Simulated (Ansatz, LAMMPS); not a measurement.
# Amorphous Ge (61 atoms) under strain, part 2 of 3

Aim: relax amorphous Ge (61 atoms), then change its volume and shape to read moduli from the stress.

Ansatz 0.2.0; Kohn-Sham DFT, PBE, PAW (set soft_1), plane waves.

The cell: 61 Ge. The quench rate of 3 K/ps far exceeds what a furnace or splat quench reaches. The starting topology of bonds comes from the classical model. Only the Γ point is sampled.

So far. Step 2 (Single point at the start): The r.m.s. force at the start is 0.52 eV/Å.

### 3. Cell and atoms relaxed

Cell and atoms are freed together, to release stress as well as forces.

Contents of input.yaml:

```yaml
crystal:
  lattice:
    - [11.1875, 0.0, 0.0]
    - [0.0, 11.1875, 0.0]
    - [0.0, 0.0, 11.1875]
  atoms:
    [... the 61 atom lines of step 2 ...]
kpoints:
  mp_grid: { grid: [1, 1, 1] }
hamiltonian:
  xc: pbe
  pseudopotentials: { kind: paw, azcp: { folder: soft_1 } }
scf:
  occupations: { method: gaussian, width: 0.025 }
output:
  forces: true
relax:
  f_tol: 0.05
  max_steps: 150
  cell: {}
```

The run is started by

```console
> ansatz run input.yaml --threads 4 --pin off --max-ram 8192MiB --backend cpu --events-out ev --progress --plain --runs-dir out
```

Numbers of over 12 decimals in the logs are rounded to 6 here.

What it wrote:

```text
[...]
Crystal: 61 atoms, lattice volume = 1400.229 Å³
Basis set: ecut = 420 eV, 27369 PW (Γ), exchange–correlation on 150×150×150 points (8 copies of the dense FFT grid, shifted against one another)
Bands: 513, of which v1, the nominal top of the filled ones, is band 427 counted from 1 (426 counted from 0)
Symmetry: 1 space group operations
[...]
k-points: 1
[...]
SCF iter   1: F=—  HF=-261978.743718 eV  |F-HF|=—  |Δ(HF+E_count)|=         —  Δρ=3.12e-2  dr2=1.43e1  ethr=3.10e-3  ⟨swp⟩=6.0  Hψ=1831  notcnv=0
[...]
SCF iter  15: F=-261977.038634 eV  HF=-261977.038634 eV  |F-HF|=6.71e-8  |Δ(HF+E_count)|=   1.62e-8  Δρ=1.30e-6  dr2=8.61e-8  ethr=1.17e-11  ⟨swp⟩=3.0  Hψ=1373  notcnv=0
SCF 1 converged in 15 iterations: F = -261977.038634 eV  dr2 = 8.61e-8
[...]
relax step   1: F+E_penalty+E_count = -261977.03863429 eV  Δ(F+E_penalty+E_count) = +0.000e0 eV  max|allowed force component| = 1.482e0 eV/Å  Δτ_max = 0.0000 Å  P = +3.846 GPa  Ω = 1400.229 Å³  (15 SCF iters, dr2 threshold 1.00e-7 eV, accepted)
[... from here on, the SCF cycles and remarks between the steps are left out ...]
relax step   2: F+E_penalty+E_count = -261980.80259702 eV  Δ(F+E_penalty+E_count) = -3.764e0 eV  max|allowed force component| = 5.913e-1 eV/Å  Δτ_max = 0.1999 Å  P = +0.270 GPa  Ω = 1475.911 Å³  energy of the carried Pulay correction = -1.380e-2 eV  (9 SCF iters, dr2 threshold 6.10e-6 eV, accepted)
relax step   3: F+E_penalty+E_count = -261981.66827025 eV  Δ(F+E_penalty+E_count) = -8.657e-1 eV  max|allowed force component| = 3.609e-1 eV/Å  Δτ_max = 0.2000 Å  P = +0.051 GPa  Ω = 1480.754 Å³  energy of the carried Pulay correction = -1.466e-2 eV  (10 SCF iters, dr2 threshold 6.10e-6 eV, accepted)
relax step   4: F+E_penalty+E_count = -261981.99209789 eV  Δ(F+E_penalty+E_count) = -3.238e-1 eV  max|allowed force component| = 2.102e-1 eV/Å  Δτ_max = 0.1945 Å  P = -0.068 GPa  Ω = 1483.525 Å³  energy of the carried Pulay correction = -1.515e-2 eV  (9 SCF iters, dr2 threshold 6.10e-6 eV, accepted)
relax step   5: F+E_penalty+E_count = -261982.23648917 eV  Δ(F+E_penalty+E_count) = -2.444e-1 eV  max|allowed force component| = 3.277e-1 eV/Å  Δτ_max = 0.2000 Å  P = -0.096 GPa  Ω = 1485.069 Å³  energy of the carried Pulay correction = -1.542e-2 eV  (10 SCF iters, dr2 threshold 2.76e-6 eV, accepted)
relax step   6: F+E_penalty+E_count = -261982.48057826 eV  Δ(F+E_penalty+E_count) = -2.441e-1 eV  max|allowed force component| = 3.589e-1 eV/Å  Δτ_max = 0.1931 Å  P = -0.089 GPa  Ω = 1484.118 Å³  energy of the carried Pulay correction = -1.525e-2 eV  (9 SCF iters, dr2 threshold 6.10e-6 eV, accepted)
relax step   7: F+E_penalty+E_count = -261982.66202784 eV  Δ(F+E_penalty+E_count) = -1.814e-1 eV  max|allowed force component| = 2.118e-1 eV/Å  Δτ_max = 0.2000 Å  P = -0.072 GPa  Ω = 1483.359 Å³  energy of the carried Pulay correction = -1.512e-2 eV  (9 SCF iters, dr2 threshold 6.10e-6 eV, accepted)
relax step   8: F+E_penalty+E_count = -261982.78673175 eV  Δ(F+E_penalty+E_count) = -1.247e-1 eV  max|allowed force component| = 2.079e-1 eV/Å  Δτ_max = 0.1953 Å  P = -0.001 GPa  Ω = 1480.671 Å³  energy of the carried Pulay correction = -1.465e-2 eV  (9 SCF iters, dr2 threshold 2.80e-6 eV, accepted)
relax step   9: F+E_penalty+E_count = -261982.85540621 eV  Δ(F+E_penalty+E_count) = -6.867e-2 eV  max|allowed force component| = 1.984e-1 eV/Å  Δτ_max = 0.1150 Å  P = +0.010 GPa  Ω = 1478.363 Å³  energy of the carried Pulay correction = -1.424e-2 eV  (9 SCF iters, dr2 threshold 2.70e-6 eV, accepted)
relax step  10: F+E_penalty+E_count = -261982.89482770 eV  Δ(F+E_penalty+E_count) = -3.942e-2 eV  max|allowed force component| = 1.604e-1 eV/Å  Δτ_max = 0.1513 Å  P = +0.046 GPa  Ω = 1474.891 Å³  energy of the carried Pulay correction = -1.362e-2 eV  (9 SCF iters, dr2 threshold 2.46e-6 eV, accepted)
relax step  11: F+E_penalty+E_count = -261982.91940208 eV  Δ(F+E_penalty+E_count) = -2.457e-2 eV  max|allowed force component| = 1.390e-1 eV/Å  Δτ_max = 0.0480 Å  P = +0.007 GPa  Ω = 1476.159 Å³  energy of the carried Pulay correction = -1.385e-2 eV  (7 SCF iters, dr2 threshold 1.61e-6 eV, accepted)
relax step  12: F+E_penalty+E_count = -261982.93067462 eV  Δ(F+E_penalty+E_count) = -1.127e-2 eV  max|allowed force component| = 5.749e-2 eV/Å  Δτ_max = 0.0441 Å  P = +0.008 GPa  Ω = 1476.418 Å³  energy of the carried Pulay correction = -1.389e-2 eV  (8 SCF iters, dr2 threshold 1.21e-6 eV, accepted)
relax step  13: F+E_penalty+E_count = -261982.93785774 eV  Δ(F+E_penalty+E_count) = -7.183e-3 eV  max|allowed force component| = 5.874e-2 eV/Å  Δτ_max = 0.0546 Å  P = -0.004 GPa  Ω = 1476.763 Å³  energy of the carried Pulay correction = -1.395e-2 eV  (10 SCF iters, dr2 threshold 2.07e-7 eV, accepted)
relax step  14: F+E_penalty+E_count = -261982.94556445 eV  Δ(F+E_penalty+E_count) = -7.707e-3 eV  max|allowed force component| = 6.305e-2 eV/Å  Δτ_max = 0.0373 Å  P = -0.015 GPa  Ω = 1477.380 Å³  energy of the carried Pulay correction = -1.406e-2 eV  (9 SCF iters, dr2 threshold 2.16e-7 eV, accepted)
[...]
relax step  19: F+E_penalty+E_count = -261983.29409372 eV  Δ(F+E_penalty+E_count) = -4.780e-2 eV  max|allowed force component| = 1.141e-1 eV/Å  Δτ_max = 0.0777 Å  P = -0.028 GPa  Ω = 1472.877 Å³  energy of the carried Pulay correction = -1.326e-2 eV  (7 SCF iters, dr2 threshold 4.29e-6 eV, accepted)
relax step  20: F+E_penalty+E_count = -261983.31886372 eV  Δ(F+E_penalty+E_count) = -2.477e-2 eV  max|allowed force component| = 2.319e-1 eV/Å  Δτ_max = 0.1919 Å  P = +0.015 GPa  Ω = 1471.820 Å³  energy of the carried Pulay correction = -1.307e-2 eV  (10 SCF iters, dr2 threshold 8.13e-7 eV, accepted)
relax step  21: F+E_penalty+E_count = -261983.35487673 eV  Δ(F+E_penalty+E_count) = -3.601e-2 eV  max|allowed force component| = 1.883e-1 eV/Å  Δτ_max = 0.1129 Å  P = +0.041 GPa  Ω = 1472.413 Å³  energy of the carried Pulay correction = -1.318e-2 eV  (8 SCF iters, dr2 threshold 3.36e-6 eV, accepted)
relax step  22: F+E_penalty+E_count = -261983.38590160 eV  Δ(F+E_penalty+E_count) = -3.102e-2 eV  max|allowed force component| = 1.331e-1 eV/Å  Δτ_max = 0.0761 Å  P = -0.019 GPa  Ω = 1474.174 Å³  energy of the carried Pulay correction = -1.349e-2 eV  (7 SCF iters, dr2 threshold 2.22e-6 eV, accepted)
relax step  23: F+E_penalty+E_count = -261983.43727647 eV  Δ(F+E_penalty+E_count) = -5.137e-2 eV  max|allowed force component| = 1.775e-1 eV/Å  Δτ_max = 0.1940 Å  P = -0.040 GPa  Ω = 1476.638 Å³  energy of the carried Pulay correction = -1.393e-2 eV  (10 SCF iters, dr2 threshold 1.11e-6 eV, accepted)
relax step  24: F+E_penalty+E_count = -261983.49064873 eV  Δ(F+E_penalty+E_count) = -5.337e-2 eV  max|allowed force component| = 1.935e-1 eV/Å  Δτ_max = 0.1952 Å  P = -0.036 GPa  Ω = 1479.168 Å³  energy of the carried Pulay correction = -1.438e-2 eV  (8 SCF iters, dr2 threshold 1.97e-6 eV, accepted)
relax step  25: F+E_penalty+E_count = -261983.48023776 eV  Δ(F+E_penalty+E_count) = +1.041e-2 eV  max|allowed force component| = 4.390e-1 eV/Å  Δτ_max = 0.1912 Å  P = +0.014 GPa  Ω = 1480.275 Å³  energy of the carried Pulay correction = -1.458e-2 eV  (8 SCF iters, dr2 threshold 2.34e-6 eV, rejected (line search))
relax step  26: F+E_penalty+E_count = -261983.52439566 eV  Δ(F+E_penalty+E_count) = -3.375e-2 eV  max|allowed force component| = 1.006e-1 eV/Å  Δτ_max = 0.0935 Å  P = +0.010 GPa  Ω = 1479.194 Å³  energy of the carried Pulay correction = -1.438e-2 eV  (14 SCF iters, accepted)
relax step  27: F+E_penalty+E_count = -261983.52942654 eV  Δ(F+E_penalty+E_count) = -5.031e-3 eV  max|allowed force component| = 6.779e-2 eV/Å  Δτ_max = 0.0622 Å  P = -0.000 GPa  Ω = 1480.252 Å³  energy of the carried Pulay correction = -1.457e-2 eV  (8 SCF iters, dr2 threshold 6.32e-7 eV, accepted)
relax step  28: F+E_penalty+E_count = -261983.53112957 eV  Δ(F+E_penalty+E_count) = -1.703e-3 eV  max|allowed force component| = 4.804e-2 eV/Å  Δτ_max = 0.0362 Å  P = -0.007 GPa  Ω = 1480.626 Å³  energy of the carried Pulay correction = -1.464e-2 eV  (7 SCF iters, dr2 threshold 2.87e-7 eV, accepted)
relax step  29: F+E_penalty+E_count = -261983.58429854 eV  Δ(F+E_penalty+E_count) = -5.317e-2 eV  max|allowed force component| = 4.835e-2 eV/Å  Δτ_max = 0.0000 Å  P = +0.040 GPa  Ω = 1480.626 Å³  stress off target by 1.34e-1 GPa  SCF on the basis re-selected at this cell (its energy is not comparable with the rows above)  (9 SCF iters)
relax step  30: F+E_penalty+E_count = -261983.58594353 eV  Δ(F+E_penalty+E_count) = -1.645e-3 eV  max|allowed force component| = 2.884e-2 eV/Å  Δτ_max = 0.0398 Å  P = +0.005 GPa  Ω = 1481.018 Å³  energy of the carried Pulay correction = -7.427e-5 eV  (9 SCF iters, dr2 threshold 4.50e-8 eV, accepted)
relax step  31: F+E_penalty+E_count = -261983.58600743 eV  Δ(F+E_penalty+E_count) = -6.389e-5 eV  max|allowed force component| = 2.883e-2 eV/Å  Δτ_max = 0.0000 Å  P = +0.005 GPa  Ω = 1481.018 Å³  stress off target by 4.21e-2 GPa  SCF on the basis re-selected at this cell (its energy is not comparable with the rows above)  (5 SCF iters)
[...]
SCF converged after 5 iterations
Free energy (F): -261983.586007 eV
[...]
Internal energy: -261983.586007 eV  (E = F + TS)
E sigma→0 (E₀):  -261983.586007 eV
Fermi energy:    7.447415 eV
[...]
--- Forces (eV/Å), atoms counted from 1 ---
  atom   1  Ge     0.00738281     0.00892818    -0.00871002
  atom   2  Ge    -0.00256646    -0.00001757     0.00684340
  atom   3  Ge    -0.00000463    -0.00145307     0.01203574
  atom   4  Ge    -0.00412088     0.01048492    -0.00018871
  atom   5  Ge    -0.00020561     0.01501150    -0.00580580
  atom   6  Ge     0.00098198    -0.00378331    -0.00152558
  atom   7  Ge    -0.00272131     0.00131203    -0.00340689
  atom   8  Ge    -0.00452026     0.00456176    -0.00968742
  atom   9  Ge     0.01062264    -0.00285704     0.00923518
  atom  10  Ge    -0.00993921    -0.00457449    -0.00647603
  atom  11  Ge    -0.01386606     0.00369042     0.00500752
  atom  12  Ge    -0.00837354     0.00789718     0.00049960
  atom  13  Ge     0.01357811     0.00044118    -0.01073937
  atom  14  Ge    -0.01341785    -0.00103825    -0.01397496
[...]
atom  60  Ge    -0.00835926    -0.00503538    -0.01538598
  atom  61  Ge     0.00916417    -0.00400376    -0.00690720
  max |Σ_I F_I| component: 2.53e-6 eV/Å
--- Stress (GPa, compression-positive) ---
       -0.000381       0.015499       0.020559
        0.015499       0.029869       0.010005
        0.020559       0.010005      -0.014308
  P = ⅓ Tr σ = 0.0051 GPa (0.051 kbar)
--- Relaxed structure (29 steps of the walk, 28 accepted, 2 SCFs on fresh bases) ---
  F+E_penalty+E_count = -261983.58600743 eV   max|allowed force component| = 2.883e-2 eV/Å   (the final SCF, on the basis selected at the relaxed cell)
  cell:  # Å, volume = 1481.0178 Å³
    - [11.120722, -0.178981, -0.025276]
    - [-0.178981, 10.716240, 0.131025]
    - [-0.025276, 0.131025, 12.432522]
  atoms:
    - { symbol: Ge, position: [0.514055, 0.319200, 0.940296] }
    - { symbol: Ge, position: [0.361031, 0.573885, 0.699750] }
    - { symbol: Ge, position: [0.124802, 0.297079, 0.685918] }
    - { symbol: Ge, position: [0.315728, 0.432482, 0.388934] }
[...]
- { symbol: Ge, position: [0.693108, 0.277063, 0.055238] }
```

It took 8.5 min on 4 threads of AMD EPYC 7B13 (Zen 3), shared host; peak memory 2.2 GiB; 32 min of CPU time.

The relaxation converged after 29 steps, with a largest force component of 0.029 eV/Å.

### 4. Single point at the relaxed geometry

One more single point at the end of the walk gives the fuller output and checks the residual forces.

Contents of input.yaml:

```yaml
crystal:
  lattice:
    - [11.12072, -0.17898, -0.02528]
    - [-0.17898, 10.71624, 0.13103]
    - [-0.02528, 0.13103, 12.43252]
  atoms:
    - { symbol: Ge, position: [0.51406, 0.3192, 0.9403] }
    - { symbol: Ge, position: [0.36103, 0.57388, 0.69975] }
    - { symbol: Ge, position: [0.1248, 0.29708, 0.68592] }
    - { symbol: Ge, position: [0.31573, 0.43248, 0.38893] }
    - { symbol: Ge, position: [0.95982, 0.75478, 0.14113] }
    - { symbol: Ge, position: [0.91512, 0.08042, 0.88593] }
    [... 49 atom lines left out ...]
    - { symbol: Ge, position: [0.64096, 0.66384, 0.543] }
    - { symbol: Ge, position: [0.42357, 0.84852, 0.90277] }
    - { symbol: Ge, position: [0.368, 0.0865, 0.35027] }
    - { symbol: Ge, position: [0.35857, 0.31468, 0.07896] }
    - { symbol: Ge, position: [0.09142, 0.78474, 0.96636] }
    - { symbol: Ge, position: [0.69311, 0.27706, 0.05524] }
kpoints:
  mp_grid: { grid: [1, 1, 1] }
hamiltonian:
  xc: pbe
  pseudopotentials: { kind: paw, azcp: { folder: soft_1 } }
scf:
  occupations: { method: gaussian, width: 0.025 }
output:
  forces: true
  stress: true
  populations: true
  dos:
    method: { smearing: { sigma: 0.08 } }
    de: 0.1
    projected: { site_lists: { Ge: [Ge] } }
  eigenvalues: true
  write_density: true
  write_potential: true
  volumetric_format: npy
  elf: true
```

What it wrote:

```text
[...]
Crystal: 61 atoms, lattice volume = 1481.017 Å³
Basis set: ecut = 420 eV, 28943 PW (Γ), exchange–correlation on 150×144×180 points (8 copies of the dense FFT grid, shifted against one another)
Bands: 513, of which v1, the nominal top of the filled ones, is band 427 counted from 1 (426 counted from 0)
Symmetry: 1 space group operations
[...]
k-points: 1
[...]
SCF iter   1: F=—  HF=-261985.021013 eV  |F-HF|=—  |Δ(HF+E_count)|=         —  Δρ=3.00e-2  dr2=1.30e1  ethr=3.10e-3  ⟨swp⟩=6.0  Hψ=1833  notcnv=0
[...]
SCF iter  15: F=-261983.586005 eV  HF=-261983.586005 eV  |F-HF|=3.39e-8  |Δ(HF+E_count)|=   1.04e-7  Δρ=1.06e-6  dr2=3.47e-8  ethr=1.17e-11  ⟨swp⟩=12.0  Hψ=3370  notcnv=0
SCF 1 converged in 15 iterations: F = -261983.586005 eV  dr2 = 3.47e-8
[...]
SCF converged after 15 iterations
Free energy (F): -261983.586005 eV
[...]
Internal energy: -261983.586005 eV  (E = F + TS)
E sigma→0 (E₀):  -261983.586005 eV
Fermi energy:    7.447408 eV
[...]
--- Forces (eV/Å), atoms counted from 1 ---
  atom   1  Ge     0.00704737     0.00889679    -0.00921930
  atom   2  Ge    -0.00239952     0.00006335     0.00665029
  atom   3  Ge     0.00051903    -0.00174858     0.01191113
  atom   4  Ge    -0.00397694     0.01061134     0.00011136
  atom   5  Ge     0.00005719     0.01493176    -0.00566778
  atom   6  Ge     0.00193323    -0.00330033    -0.00231149
  atom   7  Ge    -0.00239330     0.00103868    -0.00427323
  atom   8  Ge    -0.00423414     0.00373237    -0.00864502
  atom   9  Ge     0.01128498    -0.00283272     0.00963424
  atom  10  Ge    -0.01068351    -0.00408967    -0.00687942
  atom  11  Ge    -0.01410741     0.00383299     0.00519225
  atom  12  Ge    -0.00824925     0.00780693     0.00023972
  atom  13  Ge     0.01451216    -0.00026844    -0.01066579
  atom  14  Ge    -0.01384295    -0.00091081    -0.01374537
[...]
atom  60  Ge    -0.00882296    -0.00434006    -0.01565523
  atom  61  Ge     0.00942091    -0.00408475    -0.00686275
  max |Σ_I F_I| component: 6.39e-6 eV/Å
--- Stress (GPa, compression-positive) ---
       -0.000333       0.015171       0.020566
        0.015171       0.029775       0.010057
        0.020566       0.010057      -0.014282
  P = ⅓ Tr σ = 0.0051 GPa (0.051 kbar)
--- Band table (eV) ---
[...]
--- Löwdin populations: 61 sites ---
  site symbol       q [e]
     0     Ge     13.9734
     1     Ge     13.9825
     2     Ge     13.9739
[...]
60     Ge     13.9996
  spilling = 0.002057 (of n_electrons = 854.000000)
```

It took 32 s on 4 threads; peak memory 2.2 GiB.

Numbers from this run:

```yaml
free_energy: -261983.5860 eV
free_energy_per_atom: -4294.8129 eV/atom
scf_cycles: 15
pressure: 0.005053 GPa
r_m_s_force_component: 0.00827 eV/Å
longest_force: 0.03134 eV/Å
fermi_energy: 7.447 eV
spacing_of_highest_filled_and_lowest_empty_level: 0.4831 eV
spilling_of_the_projection: 0.002057
```

The mean of these charges, 0.029 e, is only the charge that the projection spills.

Löwdin charges by element and coordination (they lack the spilled electrons, 0.029 e an atom on average):

```csv
element,coordination,atoms,mean charge (e),spread,least,most
Ge,all,61,0.0288,0.0258,-0.0314,0.0964
Ge,3,2,0.0551,0.0283,0.0268,0.0835
Ge,4,55,0.0306,0.0236,-0.0097,0.0964
Ge,5,4,-0.0084,0.0185,-0.0314,0.0175
```

States in the cell by windows of 1 eV, zero at the Fermi level; the larger projections on atomic orbitals stand beside the total:

```csv
from (eV),to (eV),total,Ge p,Ge s
-10,-9,14.8,3.8,10.9
-9,-8,15.2,4.5,10.6
-8,-7,18.7,6.2,12.4
-7,-6,14.9,5.8,9.1
-6,-5,13.8,6.6,7.1
-5,-4,9.9,6.1,3.8
-4,-3,27.0,24.9,1.8
-3,-2,37.3,34.5,2.4
-2,-1,35.2,32.9,1.8
-1,0,21.0,19.2,1.4
0,1,15.6,10.9,4.0
1,2,26.1,18.1,6.2
2,3,37.3,27.8,5.8
3,4,38.0,28.6,4.0
4,5,37.7,27.7,3.1
```

The curve was stored every 0.100 eV, coarse against its broadening of 0.08 eV, so these counts are rough.

Between -25 and -10 eV lie 646 more states.

The levels nearest the highest filled one (over half full), pooled over k-points and spins:

```csv
level less the highest filled one (eV),occupation
-0.432,2
-0.378,2
-0.235,2
-0.154,2
-0.123,2
0,2
0.483,0
0.632,0
0.725,0
0.893,0
1.02,0
1.04,0
```

Electrostatic potential energy in the ac plane at fractional y = 0.290, with atoms of Ge within 0.2 Å of it. With pseudopotentials it is smooth inside the atoms' cores, unlike the true potential.

Ten even steps from '0' (-15 eV) to '9' (11 eV), each cell a mean:
```
8789999888888610004765678999998
9999999999998500003799999999999
9999999999999741126899999999999
9999999999999877788999999999999
9999999999999877789999999999889
8864458899999866789999999987667
7510004899999887888999877775346
7401102799999987534688532465557
8620015899999972000167411367888
9876678999999971010058754689999
9864468999999984100379988899999
8620005899999998767899999999999
8610004899999999999999999999999
9853247899999999999999999999999
9988889999999899999999999999999
9999999999886446898755789999999
9999999999840000575100058999999
9999999999720110473011027999999
9999999999851002675100158999999
9999999998876667898755689999999
9999999985212689999865578999999
8889999861010279998400026899998
6678999861000278887201104899987
6568999886324664456400026899987
```
Columns run along a (11.1 Å; values clipped at the 3rd and 97th percentile), rows up along c (12.4 Å). Atoms in or near the plane, at fractional coordinates: Ge at (0.12, 0.69), Ge at (0.67, 0.26), Ge at (0.56, 0.60), Ge at (0.44, 0.27), Ge at (0.69, 0.06).

Valence density in the ac plane at fractional y = 0.290, with atoms of Ge within 0.2 Å of it. It is the smooth field of the valence electrons, not physical close to the nuclei.

Values in e/Å³, 13 rows by 16 columns, each cell a mean:
```
 0  0  0  0  0  0  0  2  8  1  0  0  0  0  0  0
 0  0  0  0  0  0  0  1  1  0  0  0  0  0  0  0
 0  0  0  0  0  0  0  0  0  0  0  0  0  0  0  0
 0  4  8  0  0  0  0  0  0  0  0  0  0  0  0  0
 0  4  7  0  0  0  0  0  4  6  0  0  1  0  0  0
 0  0  0  0  0  0  0  0  5  8  0  0  0  0  0  0
 0  1  3  0  0  0  0  0  0  0  0  0  0  0  0  0
 0  0  0  0  0  0  0  0  0  0  0  0  0  0  0  0
 0  0  0  0  0  0  1  1  0  0  1  1  0  0  0  0
 0  0  0  0  0  0  8 14  1  1 14  8  0  0  0  0
 0  0  0  0  0  0  1  1  0  0  1  1  0  0  0  0
 0  0  0  0  0  6  4  0  0  0  1  4  0  0  0  0
 0  0  0  0  0  3  2  0  0  0  4 11  1  0  0  0
```
Columns run along a (11.1 Å), rows up along c (12.4 Å). Atoms in or near the plane, at fractional coordinates: Ge at (0.12, 0.69), Ge at (0.67, 0.26), Ge at (0.56, 0.60), Ge at (0.44, 0.27), Ge at (0.69, 0.06).

Between filled and empty levels lie 0.483 eV (at Γ alone); a semilocal functional tends to put such gaps too low. In a disordered cell it changes from sample to sample, and tail or defect levels can set it. Löwdin charges run from -0.03 to +0.10 e, about a mean that is the spilled charge alone. The largest share in the top eV of filled states is Ge p (94 % of the projected weight), and in the lowest eV of empty states Ge p (73 % of the projected weight).

(Continued in part 3 of 3.)

[Logs are printed without paths, hosts, clocks, repeated set-up lines and the standing remarks that a program may print on its own settings, such as how far it seeks lower states.]

[Hosts, paths, dates, database ids (printed as entryN), source tags and the programs' standing remarks are cut or masked in the printed files.]
